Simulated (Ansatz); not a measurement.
# N on Zr(0001): change of the work function

How does N on the fcc site change the work function of Zr(0001) as the layer fills?

Method: plane-wave DFT, PBE, Ansatz PAW, in Ansatz 0.2.0.

## (1) Set-up

The cell holds 4 atoms: 4 Zr. Cell: a = 3.230 Å, b = 3.230 Å, c = 25.718 Å, α = 90.0°, β = 90.0°, γ = 60.0°. Vacuum lies along c.

## (2) The clean slab

The bare slab comes first, as the zero from which every change is counted. The two lowest layers are held at bulk places and the upper ones relax. The dipole correction removes the false field that a one-sided slab makes across the periodic vacuum, so each face gets a flat vacuum level of its own.

The input, input.yaml:

```yaml
crystal:
  lattice:
    - [3.23, 0.0, 0.0]
    - [1.615, 2.7972620542, 0.0]
    - [0.0, 0.0, 25.718085]
  atoms:
    - { symbol: Zr, position: [0.6666666667, 0.6666666667, 0.3499482951] }
    - { symbol: Zr, position: [0.0, 0.0, 0.449982765] }
    - { symbol: Zr, position: [0.6666666667, 0.6666666667, 0.550017235] }
    - { symbol: Zr, position: [0.0, 0.0, 0.6500517049] }
kpoints:
  mp_grid: { grid: [12, 12, 1] }
hamiltonian:
  xc: pbe
scf:
  occupations: { method: fermi_dirac, width: 0.1 }
  convergence: { dr2_threshold: 1.0e-08 }
efield:
  axis: 3
  dipole_correction: true
  ramp_position: 0.97
  ramp_width: 0.06
relax:
  f_tol: 0.02
  max_steps: 60
  constraints: [{ sites: [0, 1] }]
output:
  write_potential: true
  write_density: true
  volumetric_format: npy
```

Run with:

```bash
> ansatz run input.yaml --threads 4 --pin off --max-ram 16384MiB --backend cpu --events-out ev --progress --plain --runs-dir out
```

The program printed:

```text
Engine: ansatz 0.2.0, aarch64-unknown-linux-gnu
Pseudopotentials: kind: paw
Pseudopotential: Zr, paw, valence charge 12, recommended cutoff 420 eV (normal), Zr.paw.azcp
Functional definition: PBE
  parameter kappa = 0.804
  parameter beta = 0.066725
  exchange = pbe_x(kappa = kappa, mu = beta*pi^2/3)
  correlation = pbe_c(beta = beta)
Crystal: 4 atoms, lattice volume = 232.367 Å³
Basis set: ecut = 420 eV, 4609 PW (Γ), exchange–correlation on 48×48×360 points (8 copies of the dense FFT grid, shifted against one another)
Bands: 29, of which v1, the nominal top of the filled ones, is band 24 counted from 1 (23 counted from 0)
Symmetry: 6 space group operations
k-points: 19 of 144 (time reversal used)
Non-local potential: Zr, projectors of the file, l = 0: 3, l = 1: 2, l = 2: 2, l = 3: 2
PAW form: soft (Blöchl's): semilocal exchange-correlation on the pseudo side does not see the compensation charge
PAW one-centre angular grid: Zr, 590 points (default); XC on 64 Gauss nodes
Initial density: superposition of atomic densities (neutral atoms: chi_scale 0, normalization atom), corrected by the library's trained network
Initial wavefunctions: pseudopotential atomic-orbital guess
Functional: x = pbe(κ = 0.804, μ = 0.219515), c = pbe(β = 0.066725)
SCF iter   1: F=—  HF=-16733.557492 eV  |F-HF|=—  |Δ(HF+E_count)|=         —  Δρ=4.44e-3  dr2=5.33e-1  ethr=1.77e-3  p=-0.000 e·Å  D=-3.08e-14 V/Å  ΔV_dip=0.00 eV  dr2_dipole=1.07e-7  V_vac-E_F(+/−)=4.13/4.13 eV  ⟨swp⟩=5.6  Hψ=5350  notcnv=0
efield: sawtooth ramp at fractional position 0.9700 (set: `efield.ramp_position`, or a place that a band, a saddle search or an elastic batch's reference lends), width 0.0600; the density the first Hamiltonian is built on has a dipole p = -0.000 e·Å; the dipole correction subtracts the counter field D = -3.08e-14 V/Å, which shifts the + side's vacuum level by +0.00 eV against the − side's; the planar-averaged density in the ramp window peaks in size at 2.6e-5 e/Å³
automatic band count: the SCF goes on with 34 bands, as 29 were too few: the levels above may hold too much charge
preconditioner: auto → LDOS  [metal: Δε(μ)=0.039 eV  Ē_g=3.166 eV  σ=0.100 eV  W_gap=0.10  n_scr=16 (ndim 8)  ℏωp=9.7 eV  f_vac=0.521  D(μ)=7.16/eV (n_scr^D=48)  β→1.0]
SCF iter   2: F=—  HF=-16733.547518 eV  |F-HF|=—  |Δ(HF+E_count)|=   9.97e-3  Δρ=1.07e-3  dr2=7.25e-3  ethr=1.11e-3  p=0.000 e·Å  D=1.44e-5 V/Å  ΔV_dip=-0.00 eV  dr2_dipole=5.00e-9  V_vac-E_F(+/−)=4.15/4.15 eV  ⟨swp⟩=1.6  Hψ=814  notcnv=0
SCF iter   3: F=—  HF=-16733.548002 eV  |F-HF|=—  |Δ(HF+E_count)|=   4.84e-4  Δρ=4.15e-4  dr2=2.47e-3  ethr=1.51e-5  p=0.000 e·Å  D=3.77e-6 V/Å  ΔV_dip=-0.00 eV  dr2_dipole=2.24e-8  V_vac-E_F(+/−)=4.17/4.17 eV  ⟨swp⟩=2.7  Hψ=1033  notcnv=0
SCF iter   4: F=—  HF=-16733.548012 eV  |F-HF|=—  |Δ(HF+E_count)|=   9.41e-6  Δρ=1.52e-4  dr2=1.70e-4  ethr=5.15e-6  p=0.000 e·Å  D=2.31e-6 V/Å  ΔV_dip=-0.00 eV  dr2_dipole=6.00e-9  V_vac-E_F(+/−)=4.17/4.17 eV  ⟨swp⟩=1.5  Hψ=817  notcnv=0
SCF iter   5: F=—  HF=-16733.548025 eV  |F-HF|=—  |Δ(HF+E_count)|=   1.33e-5  Δρ=4.96e-5  dr2=8.66e-6  ethr=3.55e-7  p=0.000 e·Å  D=5.85e-7 V/Å  ΔV_dip=-0.00 eV  dr2_dipole=1.25e-10  V_vac-E_F(+/−)=4.18/4.18 eV  ⟨swp⟩=2.2  Hψ=881  notcnv=0
SCF iter   6: F=—  HF=-16733.547888 eV  |F-HF|=—  |Δ(HF+E_count)|=   1.38e-4  Δρ=1.68e-5  dr2=1.31e-6  ethr=1.80e-8  p=0.000 e·Å  D=4.06e-7 V/Å  ΔV_dip=-0.00 eV  dr2_dipole=7.59e-11  V_vac-E_F(+/−)=4.18/4.18 eV  ⟨swp⟩=2.1  Hψ=956  notcnv=0
SCF iter   7: F=—  HF=-16733.547888 eV  |F-HF|=—  |Δ(HF+E_count)|=   6.91e-7  Δρ=5.91e-6  dr2=1.27e-7  ethr=2.72e-9  p=0.000 e·Å  D=1.44e-7 V/Å  ΔV_dip=-0.00 eV  dr2_dipole=3.05e-11  V_vac-E_F(+/−)=4.18/4.18 eV  ⟨swp⟩=2.0  Hψ=906  notcnv=0
SCF iter   8: F=-16733.547888 eV  HF=-16733.547888 eV  |F-HF|=4.81e-8  |Δ(HF+E_count)|=   6.78e-8  Δρ=1.61e-6  dr2=6.80e-9  ethr=2.08e-11  p=0.000 e·Å  D=7.53e-8 V/Å  ΔV_dip=-0.00 eV  dr2_dipole=3.42e-12  V_vac-E_F(+/−)=4.18/4.18 eV  ⟨swp⟩=7.9  Hψ=4634  notcnv=0
SCF 1 converged in 8 iterations: F = -16733.547888 eV  dr2 = 6.80e-9
  greatest PAW one-centre occupation: 0.996 electrons in one spin orbital (limit 2), on the Zr atom at site 3 (counted from 0), in its partial waves of l = 0
relax step   1: F+E_penalty+E_count = -16733.54788850 eV  Δ(F+E_penalty+E_count) = +0.000e0 eV  max|allowed force component| = 6.086e-1 eV/Å  Δτ_max = 0.0000 Å  (8 SCF iters, accepted)
Bands: 34, of which v1, the nominal top of the filled ones, is band 24 counted from 1 (23 counted from 0)
Initial density: handed on by an earlier stage of this run
Initial wavefunctions: those handed on with the density
SCF iter   1: F=—  HF=-16733.682253 eV  |F-HF|=—  |Δ(HF+E_count)|=         —  Δρ=8.16e-3  dr2=2.95e0  ethr=3.10e-3  p=0.000 e·Å  D=1.77e-8 V/Å  ΔV_dip=-0.00 eV  dr2_dipole=4.96e-1  V_vac-E_F(+/−)=4.17/4.17 eV  ⟨swp⟩=3.9  Hψ=1617  notcnv=1
efield: sawtooth ramp at fractional position 0.9700 (set: `efield.ramp_position`, or a place that a band, a saddle search or an elastic batch's reference lends), width 0.0600; the density the first Hamiltonian is built on has a dipole p = 0.000 e·Å; the dipole correction subtracts the counter field D = 1.77e-8 V/Å, which shifts the + side's vacuum level by -0.00 eV against the − side's; the planar-averaged density in the ramp window peaks in size at 6.6e-7 e/Å³
preconditioner: auto → LDOS  [metal: Δε(μ)=0.013 eV  Ē_g=3.209 eV  σ=0.100 eV  W_gap=0.03  n_scr=16 (ndim 8)  ℏωp=9.7 eV  f_vac=0.523  D(μ)=6.61/eV (n_scr^D=36)  β→1.0]
SCF iter   2: F=—  HF=-16733.583613 eV  |F-HF|=—  |Δ(HF+E_count)|=   9.86e-2  Δρ=3.85e-3  dr2=1.51e-1  ethr=3.10e-3  p=0.006 e·Å  D=4.52e-3 V/Å  ΔV_dip=-0.12 eV  dr2_dipole=7.53e-3  V_vac-E_F(+/−)=4.08/4.19 eV  ⟨swp⟩=2.1  Hψ=1007  notcnv=0
SCF iter   3: F=—  HF=-16733.575182 eV  |F-HF|=—  |Δ(HF+E_count)|=   8.43e-3  Δρ=1.72e-3  dr2=3.30e-2  ethr=3.14e-4  p=0.002 e·Å  D=1.91e-3 V/Å  ΔV_dip=-0.05 eV  dr2_dipole=1.60e-3  V_vac-E_F(+/−)=4.14/4.19 eV  ⟨swp⟩=2.1  Hψ=1085  notcnv=0
SCF iter   4: F=—  HF=-16733.570447 eV  |F-HF|=—  |Δ(HF+E_count)|=   4.74e-3  Δρ=3.20e-4  dr2=1.62e-3  ethr=6.87e-5  p=0.003 e·Å  D=2.32e-3 V/Å  ΔV_dip=-0.06 eV  dr2_dipole=6.30e-4  V_vac-E_F(+/−)=4.12/4.18 eV  ⟨swp⟩=2.2  Hψ=884  notcnv=0
SCF iter   5: F=—  HF=-16733.570489 eV  |F-HF|=—  |Δ(HF+E_count)|=   4.20e-5  Δρ=8.70e-5  dr2=4.19e-5  ethr=3.38e-6  p=0.003 e·Å  D=2.22e-3 V/Å  ΔV_dip=-0.06 eV  dr2_dipole=4.77e-12  V_vac-E_F(+/−)=4.13/4.18 eV  ⟨swp⟩=1.8  Hψ=842  notcnv=0
[...]
SCF iter   2: F=—  HF=-16733.588224 eV  |F-HF|=—  |Δ(HF+E_count)|=   1.75e-2  Δρ=1.52e-3  dr2=1.85e-2  ethr=1.00e-3  p=0.000 e·Å  D=1.96e-4 V/Å  ΔV_dip=-0.01 eV  dr2_dipole=1.41e-3  V_vac-E_F(+/−)=4.18/4.18 eV  ⟨swp⟩=2.1  Hψ=746  notcnv=0
SCF iter   3: F=—  HF=-16733.587669 eV  |F-HF|=—  |Δ(HF+E_count)|=   5.55e-4  Δρ=9.07e-4  dr2=7.70e-3  ethr=3.86e-5  p=0.002 e·Å  D=1.21e-3 V/Å  ΔV_dip=-0.03 eV  dr2_dipole=1.54e-4  V_vac-E_F(+/−)=4.15/4.18 eV  ⟨swp⟩=2.0  Hψ=1095  notcnv=0
SCF iter   4: F=—  HF=-16733.586442 eV  |F-HF|=—  |Δ(HF+E_count)|=   1.23e-3  Δρ=2.74e-4  dr2=8.39e-4  ethr=1.60e-5  p=0.001 e·Å  D=8.17e-4 V/Å  ΔV_dip=-0.02 eV  dr2_dipole=2.72e-5  V_vac-E_F(+/−)=4.16/4.18 eV  ⟨swp⟩=2.4  Hψ=905  notcnv=0
SCF iter   5: F=—  HF=-16733.586355 eV  |F-HF|=—  |Δ(HF+E_count)|=   8.77e-5  Δρ=8.20e-5  dr2=6.18e-5  ethr=1.75e-6  p=0.001 e·Å  D=5.20e-4 V/Å  ΔV_dip=-0.01 eV  dr2_dipole=1.66e-7  V_vac-E_F(+/−)=4.17/4.18 eV  ⟨swp⟩=2.2  Hψ=858  notcnv=0
SCF iter   6: F=—  HF=-16733.586338 eV  |F-HF|=—  |Δ(HF+E_count)|=   1.64e-5  Δρ=1.74e-5  dr2=2.75e-6  ethr=1.29e-7  p=0.001 e·Å  D=4.48e-4 V/Å  ΔV_dip=-0.01 eV  dr2_dipole=4.50e-8  V_vac-E_F(+/−)=4.17/4.18 eV  ⟨swp⟩=2.4  Hψ=943  notcnv=0
SCF iter   7: F=—  HF=-16733.586204 eV  |F-HF|=—  |Δ(HF+E_count)|=   1.35e-4  Δρ=3.61e-6  dr2=7.10e-8  ethr=5.74e-9  p=0.001 e·Å  D=4.12e-4 V/Å  ΔV_dip=-0.01 eV  dr2_dipole=1.39e-8  V_vac-E_F(+/−)=4.17/4.18 eV  ⟨swp⟩=2.2  Hψ=939  notcnv=0
SCF iter   8: F=-16733.586204 eV  HF=-16733.586204 eV  |F-HF|=4.02e-9  |Δ(HF+E_count)|=   3.15e-8  Δρ=1.22e-6  dr2=9.25e-9  ethr=2.08e-11  p=0.001 e·Å  D=4.07e-4 V/Å  ΔV_dip=-0.01 eV  dr2_dipole=1.17e-9  V_vac-E_F(+/−)=4.17/4.18 eV  ⟨swp⟩=9.7  Hψ=4357  notcnv=0
SCF 3 converged in 8 iterations: F = -16733.586204 eV  dr2 = 9.25e-9
relax step   3: F+E_penalty+E_count = -16733.58620364 eV  Δ(F+E_penalty+E_count) = -1.585e-2 eV  max|allowed force component| = 5.321e-2 eV/Å  Δτ_max = 0.0631 Å  (8 SCF iters, accepted)
SCF iter   1: F=—  HF=-16733.587047 eV  |F-HF|=—  |Δ(HF+E_count)|=         —  Δρ=4.83e-4  dr2=5.16e-3  ethr=3.16e-4  p=0.001 e·Å  D=4.07e-4 V/Å  ΔV_dip=-0.01 eV  dr2_dipole=1.05e-5  V_vac-E_F(+/−)=4.17/4.18 eV  ⟨swp⟩=2.0  Hψ=1029  notcnv=0
efield: sawtooth ramp at fractional position 0.9700 (set: `efield.ramp_position`, or a place that a band, a saddle search or an elastic batch's reference lends), width 0.0600; the density the first Hamiltonian is built on has a dipole p = 0.001 e·Å; the dipole correction subtracts the counter field D = 4.07e-4 V/Å, which shifts the + side's vacuum level by -0.01 eV against the − side's; the planar-averaged density in the ramp window peaks in size at 5.7e-7 e/Å³
preconditioner: auto → LDOS  [metal: Δε(μ)=0.004 eV  Ē_g=3.183 eV  σ=0.100 eV  W_gap=0.01  n_scr=16 (ndim 8)  ℏωp=9.7 eV  f_vac=0.522  D(μ)=6.82/eV (n_scr^D=48)  β→1.0]
SCF iter   2: F=—  HF=-16733.586756 eV  |F-HF|=—  |Δ(HF+E_count)|=   2.91e-4  Δρ=2.72e-4  dr2=1.00e-3  ethr=1.08e-5  p=0.001 e·Å  D=9.51e-4 V/Å  ΔV_dip=-0.02 eV  dr2_dipole=2.26e-5  V_vac-E_F(+/−)=4.15/4.18 eV  ⟨swp⟩=2.1  Hψ=911  notcnv=0
SCF iter   3: F=—  HF=-16733.586698 eV  |F-HF|=—  |Δ(HF+E_count)|=   5.82e-5  Δρ=8.73e-5  dr2=6.36e-5  ethr=2.09e-6  p=0.001 e·Å  D=6.71e-4 V/Å  ΔV_dip=-0.02 eV  dr2_dipole=7.30e-7  V_vac-E_F(+/−)=4.16/4.18 eV  ⟨swp⟩=2.1  Hψ=839  notcnv=0
SCF iter   4: F=—  HF=-16733.586685 eV  |F-HF|=—  |Δ(HF+E_count)|=   1.23e-5  Δρ=2.43e-5  dr2=2.38e-6  ethr=1.32e-7  p=0.001 e·Å  D=6.62e-4 V/Å  ΔV_dip=-0.02 eV  dr2_dipole=5.91e-9  V_vac-E_F(+/−)=4.16/4.18 eV  ⟨swp⟩=2.1  Hψ=1056  notcnv=0
SCF iter   5: F=—  HF=-16733.586552 eV  |F-HF|=—  |Δ(HF+E_count)|=   1.33e-4  Δρ=6.36e-6  dr2=2.65e-7  ethr=4.97e-9  p=0.001 e·Å  D=6.28e-4 V/Å  ΔV_dip=-0.02 eV  dr2_dipole=9.33e-12  V_vac-E_F(+/−)=4.16/4.18 eV  ⟨swp⟩=2.1  Hψ=870  notcnv=0
SCF iter   6: F=—  HF=-16733.586552 eV  |F-HF|=—  |Δ(HF+E_count)|=   9.86e-8  Δρ=2.51e-6  dr2=6.68e-8  ethr=5.53e-10  p=0.001 e·Å  D=6.03e-4 V/Å  ΔV_dip=-0.02 eV  dr2_dipole=4.39e-9  V_vac-E_F(+/−)=4.16/4.18 eV  ⟨swp⟩=2.4  Hψ=944  notcnv=0
SCF iter   7: F=-16733.586552 eV  HF=-16733.586552 eV  |F-HF|=1.51e-9  |Δ(HF+E_count)|=   6.61e-9  Δρ=9.70e-7  dr2=6.99e-9  ethr=2.08e-11  p=0.001 e·Å  D=5.86e-4 V/Å  ΔV_dip=-0.02 eV  dr2_dipole=4.53e-10  V_vac-E_F(+/−)=4.16/4.18 eV  ⟨swp⟩=7.0  Hψ=4305  notcnv=0
SCF 4 converged in 7 iterations: F = -16733.586552 eV  dr2 = 6.99e-9
relax step   4: F+E_penalty+E_count = -16733.58655243 eV  Δ(F+E_penalty+E_count) = -3.488e-4 eV  max|allowed force component| = 8.148e-3 eV/Å  Δτ_max = 0.0117 Å  (7 SCF iters, accepted)
NSCF: frozen V_eff on 19 k-points
the band table was solved once a step of the walk had ended and its energy, with any forces and stress, was formed, with the checks that follow a solve (2926 applications of the Hamiltonian). They found nothing against the state; the energy, forces and stress were not computed again (output.eigenvalues in the input reference)
WARN: The input density's exchange-correlation potential varies sharply where the density is thin. Do not read a vacuum level from v_tot or v_xc, or from such a field of the output density. On a cell that repeats whose density bears no net charge and no dipole along the vacuum's axis use v_es (v_loc + v_h of the components); under efield.dipole_correction with no amplitude use v_es + v_field, which holds any external [...]
SCF converged after 7 iterations
Free energy (F): -16733.586552 eV
Harris-Foulkes:  -16733.586552 eV  (|F-HF|=1.51e-9)
Internal energy: -16733.365929 eV  (E = F + TS)
E sigma→0 (E₀):  -16733.476241 eV
Entropy (-TS):   -0.220623 eV (-55.156 meV/atom)
Fermi energy:    3.221640 eV
Dipole field:    D = 0.000559 V/Å  (p = 0.000718 e·Å, saw-weighted, corrected)
Work function:   Φ+ = 4.1653 eV   Φ− = 4.1797 eV
Levels:          The Fermi level and band energies are counted from a zero that moves with the ramp; work functions are not
--- Per-component energies (eV) ---
  E_band       = -903.791513
  E_kinetic    = 1326.002277
  E_local      = -39066.160086  (includes V_loc(G=0)·N_el)
  E_nonlocal   = 323.579392
  E_hartree    = 18796.930132
  E_xc         = -642.831300
  E_vxc        = -758.598659  (∫ρ·V_xc dr)
  E_paw        = -11816.668411  (= ΣΔE_a)
  E_vpaw       = -322.475559  (= ΣTr[D̂ρ^β])
  E_aug_tail   = 0.000098  (compensation charges beyond the density's cutoff)
  E_efield     = 0.000000  (sawtooth field / dipole correction)
  E_vefield    = -0.000443  (∫n·V_field dr)
  E_ewald      = 14345.781969
  E_smearing   = -0.220623  (= −TS)
  E_closure    = -0.000000  (closes the sum)
  Σ components = -16733.586552   (vs F -16733.586552, Δ=0.00e0)
--- Forces (eV/Å), atoms counted from 1 ---
  atom   1  Zr     0.00000000    -0.00000000     0.45026784
  atom   2  Zr    -0.00000000     0.00000000    -0.44766617
  atom   3  Zr     0.00000000    -0.00000000    -0.00814803
  atom   4  Zr     0.00000000     0.00000000     0.00554616
  max |Σ_I F_I| component: 2.11e-7 eV/Å
--- Band table (eV; the first three rows and the last of 19) ---
  k-point 0: bands = [... 20 lower, 2.9732, 3.2750, 3.7893, 3.8564, 3.9939, 3.9939, 4.0865, 4.0865, ... 6 higher]
  k-point 1: bands = [... 20 lower, 2.8778, 3.2564, 3.5627, 3.6203, 3.8534, 3.9788, 4.1411, 4.2093, ... 6 higher]
  k-point 2: bands = [... 20 lower, 2.5727, 2.9194, 3.0801, 3.3553, 3.5026, 3.6525, 4.0458, 4.2786, ... 6 higher]
  k-point 18: bands = [... 20 lower, 2.1808, 2.4031, 2.4729, 3.2680, 3.2803, 3.3333, 3.3858, 3.4952, ... 6 higher]
--- Relaxed structure (4 steps of the walk, 4 accepted, 0 SCFs on fresh bases) ---
  F+E_penalty+E_count = -16733.58655243 eV   max|allowed force component| = 8.148e-3 eV/Å
  atoms:
    - { symbol: Zr, position: [0.666667, 0.666667, 0.3499482951] }
    - { symbol: Zr, position: [0.0, 0.0, 0.449982765] }
    - { symbol: Zr, position: [0.666667, 0.666667, 0.553889] }
    - { symbol: Zr, position: [-1.312544e-18, -4.428134e-19, 0.648750] }
```

Wall time 11 s (4 threads of Arm Neoverse V2, shared host); peak memory 0.57 GiB.

Reading the cycles: dr2 is the Hartree energy of the density residual (eV), the measure of convergence; HF is the Harris–Foulkes estimate of the energy, which meets the free energy F at convergence.

Step by step:

```
step  energy less that of the first step (eV)  largest force component (eV/Å)
   1                                   0.0000                          0.6086
   2                                  -0.0225                          0.4689
   3                                  -0.0383                          0.0532
   4                                  -0.0387                          0.0081
```

The run keeps the 6 symmetry operations that the program found, so distortions that break them were not tested.

The atoms that moved most (Å):

```
atom     dx     dy      dz  length
 Zr3  0.000  0.000   0.100   0.100
 Zr4  0.000  0.000  -0.033   0.033
```

Final coordinates:

```xyz
4
Lattice="3.2300 0.0000 0.0000 1.6150 2.7973 0.0000 0.0000 0.0000 25.7181" Properties=species:S:1:pos:R:3
Zr    3.2300    1.8648    9.0000
Zr    0.0000    0.0000   11.5727
Zr    3.2300    1.8648   14.2450
Zr    0.0000    0.0000   16.6846
```

This step gave:

- energy at zero smearing: -16733.4762 eV
- work function, upper face: 4.165 eV
- dipole along the normal: 7.18e-4 e·Å

Running mean over 2.573 Å of the planar mean; the ramp of the sawtooth is left out. The electron's electrostatic potential energy less the Fermi level by z:

```csv
z (Å),electron's electrostatic potential energy less the Fermi level (eV)
3.5,4.18
4.0,4.18
4.5,4.17
5.0,4.15
5.5,4.09
6.0,3.92
6.5,3.43
7.0,2.15
7.5,-1.01
8.0,-5.14
8.5,-7.74
9.0,-8.45
9.5,-8.43
10.0,-8.32
10.5,-8.28
11.0,-8.29
11.5,-8.29
12.0,-8.16
12.5,-7.78
13.0,-7.60
13.5,-7.92
14.0,-8.25
14.5,-8.50
15.0,-9.02
15.5,-9.34
16.0,-9.04
16.5,-8.65
17.0,-8.19
17.5,-6.36
18.0,-2.56
18.5,1.19
19.0,3.09
19.5,3.78
20.0,4.03
20.5,4.12
21.0,4.15
21.5,4.16
22.0,4.16
22.5,4.16
```

The relaxation took 4 steps and lowered the energy by 0.039 eV; the largest force on the free atoms ends at 0.0081 eV/Å.

The work function of the upper face is 4.17 eV.

[end of part 1 of 4]

[Long decimals in the printed logs are rounded to 6 places.]

[Logs are printed without paths, hosts, clocks, repeated set-up lines and the standing remarks that a program may print on its own settings, such as how far it seeks lower states.]

[Hosts, paths, dates, database ids (printed as entryN), source tags and the programs' standing remarks are cut or masked in the printed files.]

[Maps of the electrostatic potential energy from Ansatz leave out the sawtooth potential of an applied field or a dipole correction, so their vacuum need not be flat; planar profiles and work functions include it.]
